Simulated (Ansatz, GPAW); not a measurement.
# Work function of a 4-layer slab of Rh(110) at several levels, part 2 of 2

How far do functional and basis move the work function of a 4-layer slab of Rh(110)?

GPAW 26.7.0 and Ansatz 0.2.0; GPAW, PAW setups; slab in vacuum (the session's first sound run).

So far, upper work function (eV): step 2 (relaxing the atoms, PBE, GPAW) 4.64; step 5 (OptPBE vdW: xc = "optPBE-vdW", GPAW, PAW setups, GPAW) 4.85; step 6 (self-consistent run: xc = "RPBE") 4.47; step 7 (real-space grid: mode = "fd", PBE, GPAW) 4.64; step 8 (atomic orbitals: mode = "lcao", PBE, GPAW) 4.66.

**10. A second plane-wave code**

A second program with its own datasets checks the number independently.

This step: Ansatz plane waves; slab in vacuum with a dipole correction (Ansatz 0.2.0).

The input, input.yaml:

```yaml
crystal:
  lattice:
    - [3.8, 0.0, 0.0]
    - [0.0, 2.6870057685, 0.0]
    - [0.0, 0.0, 18.0305086528]
  atoms:
    - { symbol: Rh, position: [0.5, 0.4999989266, 0.3882308666] }
    - { symbol: Rh, position: [0.0, 0.0, 0.4627434622] }
    - { symbol: Rh, position: [0.5, 0.4999989266, 0.5394117968] }
    - { symbol: Rh, position: [0.0, 0.0, 0.608839707] }
kpoints:
  mp_grid: { grid: [8, 12, 1] }
hamiltonian:
  xc: pbe
scf:
  occupations: { method: fermi_dirac, width: 0.1 }
efield:
  axis: 3
  dipole_correction: true
  ramp_width: 0.05
output:
  forces: true
  write_potential: true
  write_density: true
  volumetric_format: npy
  elf: true
```

Command:

```bash
ansatz run input.yaml --threads 4 --pin off --max-ram 8192MiB --backend cpu --events-out ev --progress --plain --runs-dir out
```

Elapsed: 9.3 s, on 4 threads of Arm Neoverse V1, shared host; peak memory 0.55 GiB.

This step gave:

| Item | Value |
| --- | --- |
| free energy | -25608.4251 eV |
| smearing term TS | 0.2991 eV |
| symmetry operations | 4 |
| lower work function | 4.718 eV |
| dipole along the normal | 0.003250 e·Å |
| dipole field | 0.003194 V/Å |
| vacuum level above | 8.057 eV |
| vacuum level below | 8.114 eV |

The electrostatic potential energy of an electron (with the applied field's), less the Fermi level, planar mean oscillates, so the rows of the table below give means over windows of 0.5 Å about each position, cut where the curve ends. Its maxima inside the range that stand out by 2 % of the span (Å: eV): 7.64: -10.2, 9.09: -9.87, 10.39: -12.4. Its minima: 7.07: -14.7, 8.37: -15.4, 9.81: -15.7, 10.96: -15.1.

Table of electrostatic potential energy of an electron (with the applied field's), less the Fermi level, planar mean by z; means over each step:

```csv
z (Å),"electrostatic potential energy of an electron (with the applied field's), less the Fermi level, planar mean (eV)"
0.0,4.70
0.5,4.72
1.0,4.72
1.5,4.72
2.0,4.72
2.5,4.72
3.0,4.72
3.5,4.71
4.0,4.70
4.5,4.65
5.0,4.49
5.5,3.92
6.0,1.48
6.5,-7.04
7.0,-13.9
7.5,-11.4
8.0,-12.9
8.5,-14.3
9.0,-10.6
9.5,-14.0
10.0,-14.4
10.5,-13.1
11.0,-14.3
11.5,-6.58
12.0,1.63
12.5,3.91
13.0,4.45
13.5,4.60
14.0,4.64
14.5,4.65
15.0,4.66
15.5,4.66
16.0,4.66
16.5,4.66
17.0,4.66
17.5,4.66
```

The valence density, planar mean oscillates, so the rows of the table below give means over windows of 1.3 Å about each position, cut where the curve ends. Its maxima inside the range that stand out by 2 % of the span (Å: e/Å³): 7.1: 1.58, 8.4: 1.63, 9.7: 1.63, 11.0: 1.60. Its minima: 7.6: 0.831, 9.1: 0.782, 10.4: 0.984.

The valence density, planar mean by z; means over each step:

z (Å), valence density, planar mean (e/Å³) and a bar:
```
     3.25       0.00 
     4.55       0.00 
     5.85       0.17 ####
     7.15       1.20 ############################
     8.45       1.23 #############################
     9.75       1.28 ##############################
    11.05       1.17 ###########################
    12.35       0.08 ##
    13.65       0.00 
    14.95       0.00
```

Force by atom:

```csv
atom,x (eV/Å),y (eV/Å),z (eV/Å),size
Rh1,0.000,0.000,0.646,0.646
Rh2,0.000,0.000,-0.501,0.501
Rh3,0.000,0.000,-0.044,0.044
Rh4,0.000,0.000,-0.102,0.102
```

Valence density in the ca plane at fractional y = 0.000, with atoms of Rh within 0.2 Å of it. It is the smooth field of the valence electrons, not physical close to the nuclei.

Ten steps, logarithmic in the rise over the least value, from '0' (0 e/Å³) to '9' (13 e/Å³), each cell a mean:
```
00000000000000001258985337997310000000000000
00000000000000001235653224664200000000000000
00000000000000011222322222321000000000000000
00000000000000012222112222110000000000000000
00000000000000112221112222110000000000000000
00000000000000012222222222211000000000000000
00000000000000011223442223442100000000000000
00000000000000001247874236886200000000000000
00000000000000001258996347997310000000000000
```
Columns run along c (18.0 Å), rows up along a (3.8 Å). Atoms in or near the plane, at fractional coordinates: Rh at (0.46, 0.00), Rh at (0.61, 0.00).

ELF in the ca plane at fractional y = 0.000, with atoms of Rh within 0.2 Å of it. It is the smooth field of the valence electrons, not physical close to the nuclei.

Values, 5 rows by 16 columns, each cell a mean:
```
0.00 0.00 0.00 0.00 0.04 0.16 0.28 0.62 0.28 0.55 0.39 0.06 0.01 0.00 0.00 0.00
0.00 0.00 0.00 0.01 0.08 0.23 0.26 0.23 0.26 0.25 0.15 0.04 0.01 0.00 0.00 0.00
0.00 0.00 0.00 0.01 0.10 0.26 0.25 0.19 0.25 0.24 0.13 0.03 0.00 0.00 0.00 0.00
0.00 0.00 0.00 0.01 0.07 0.21 0.26 0.29 0.25 0.29 0.19 0.05 0.01 0.00 0.00 0.00
0.00 0.00 0.00 0.00 0.03 0.14 0.30 0.70 0.31 0.62 0.44 0.06 0.01 0.00 0.00 0.00
```
Columns run along c (18.0 Å), rows up along a (3.8 Å). Atoms in or near the plane, at fractional coordinates: Rh at (0.46, 0.00), Rh at (0.61, 0.00).

Electrostatic potential energy in the ca plane at fractional y = 0.000, with atoms of Rh within 0.2 Å of it. With pseudopotentials it is smooth inside the atoms' cores, unlike the true potential.

Ten even steps from '0' (-59 eV) to '9' (8 eV), each cell a mean:
```
99999999999999999960005882002899999999999999
99999999999999999985348997336999999999999999
99999999999999999999889999889999999999999999
99999999999999999999999999999999999999999999
99999999999999999999999999999999999999999999
99999999999999999999999999999999999999999999
99999999999999999998678998778999999999999999
99999999999999999972026985114899999999999999
99999999999999999950004871001799999999999999
```
Columns run along c (18.0 Å; values clipped at the 3rd and 97th percentile), rows up along a (3.8 Å). Atoms in or near the plane, at fractional coordinates: Rh at (0.46, 0.00), Rh at (0.61, 0.00).

The upper face's work function is 4.660 eV, against 4.643 eV in the first plane-wave PBE run at this geometry.

**11. Side by side**

Results and costs are gathered.

This step: comparison of work functions, dipole and cost (GPAW 26.7.0).

Ladder, by row:

```csv
step,code,"work function, upper (eV)","work function, lower (eV)",dipole (e Å),wall time (s),peak memory (GiB),threads
pw,GPAW,4.643,4.703,0.003349,182.9,0.25,1
revPBE,GPAW,4.49,4.549,0.003292,190.4,0.25,1
optPBE-vdW,GPAW,4.848,4.907,0.00331,193.7,0.37,1
RPBE,GPAW,4.471,4.53,0.003302,197.5,0.25,1
fd,GPAW,4.643,4.702,0.003338,1084,1.26,1
lcao,GPAW,4.66,4.715,0.003074,1674,0.4,1
ansatz,Ansatz,4.66,4.718,0.00325,9.29,0.545,4
```

**12. A changed run**

One more run, with changed settings.

This step: GPAW, PAW setups; slab in vacuum (GPAW 26.7.0).

The input, run.py:

```python
import json
import numpy as np
from ase import Atoms
from gpaw import GPAW, PW

slab = Atoms(
    ['Rh', 'Rh', 'Rh', 'Rh'],
    positions=[
        [1.90000, 1.34350, 7.00000],
        [0.00000, 0.00000, 8.34350],
        [1.90000, 1.34350, 9.72587],
        [0.00000, 0.00000, 10.97769]],
    cell=[[3.8, 0.0, 0.0], [0.0, 2.68701, 0.0], [0.0, 0.0, 18.03051]],
    pbc=[True, True, False])

slab.calc = GPAW(mode=PW(400), xc='PBE', kpts={'size': (8, 12, 1), 'gamma': True},
                 occupations={'name': 'fermi-dirac', 'width': 0.1}, nbands='80%',
                 convergence={'density': 1e-05}, maxiter=50,
                 poissonsolver={'dipolelayer': 'xy'},
                 symmetry={'tolerance': 1e-3}, txt='slab.txt')
result = {}
energy = slab.get_potential_energy()
fermi = slab.calc.get_fermi_level()
v = slab.calc.get_electrostatic_potential().mean((0, 1)) - fermi
n = slab.calc.get_pseudo_density().mean((0, 1))
L = slab.cell[2, 2]
z = np.arange(len(v)) * L / len(v)
low, high = slab.positions[:, 2].min(), slab.positions[:, 2].max()
below, above = np.interp([low - 4.8, high + 4.8], z, v)
slopes = [np.interp(x, z, np.gradient(v, z)) for x in (low - 4.8, high + 4.8)]
eps = np.array([[slab.calc.get_eigenvalues(k, s) for k in range(len(slab.calc.get_ibz_k_points()))]
                for s in range(slab.calc.get_number_of_spins())]) - fermi
top, bottom = eps[eps < 0].max(), eps[eps > 0].min()
dipole = slab.get_dipole_moment()[2]
print(f'energy {energy:.4f} eV, Fermi level {fermi:.4f} eV, dipole {dipole:.5f} e A')
print(f'potential 4.8 A off the faces, from the Fermi level: lower {below:.4f} eV, upper {above:.4f} eV')
print(f'slope of the potential there: lower {slopes[0]:.5f}, upper {slopes[1]:.5f} eV/A')
print(f'nearest levels on the mesh: {top:.4f} and {bottom:.4f} eV')
print('magnetic moment', round(slab.get_magnetic_moment(), 3))
result.update(energy=energy, fermi=fermi, dipole=dipole, below=below, above=above, slopes=slopes, edges=[top, bottom],
              z=z.tolist(), v=v.tolist(), n=n.tolist(), positions=slab.positions.tolist(),
              forces=slab.get_forces(apply_constraint=False).tolist(), moments=slab.get_magnetic_moments().tolist())
json.dump(result, open('result.json', 'w'))
```

Command:

```bash
OMP_NUM_THREADS=1 OPENBLAS_NUM_THREADS=1 python run.py
```

Elapsed: 0.91 s, on 1 thread; peak memory 0.1 GiB.

The program refused the input before any cycle.

The program's message: “ValueError: Too few bands! Electrons: 60.0, bands: 80%”

The change that led to it: nbands = "80 % of the filled bands".

**13. Outcome**

| Quantity | Value |
| --- | --- |
| work function, upper and lower face | 4.643 and 4.703 eV |
| dipole along the normal | 0.00335 e Å |

**Reading.** With plane waves and PBE the work function is 4.64 eV on the upper face and 4.70 eV on the lower. The two faces differ by 0.059 eV, the step that the slab's dipole makes (e p/(ε0 A) gives 0.059 eV), so the dipole layer is needed. The lowest atoms were held at bulk positions, which alone makes the faces unlike. Over the sound runs of the table the upper face's work function spans 4.471 (RPBE) to 4.848 eV (optPBE-vdW). The two plane-wave codes differ by 0.017 eV on the upper face. The slab is only 4.0 Å thick between its outer nuclei, so the values belong to this film more than to the surface of the bulk metal. The in-plane lattice was kept as typed, which isn't the functional's own and leaves some strain; spin-orbit coupling and temperature are left out.

[Logs are printed without paths, hosts, clocks, repeated set-up lines and the standing remarks that a program may print on its own settings, such as how far it seeks lower states.]

[Hosts, paths, dates, database ids (printed as entryN), source tags and the programs' standing remarks are cut or masked in the printed files.]
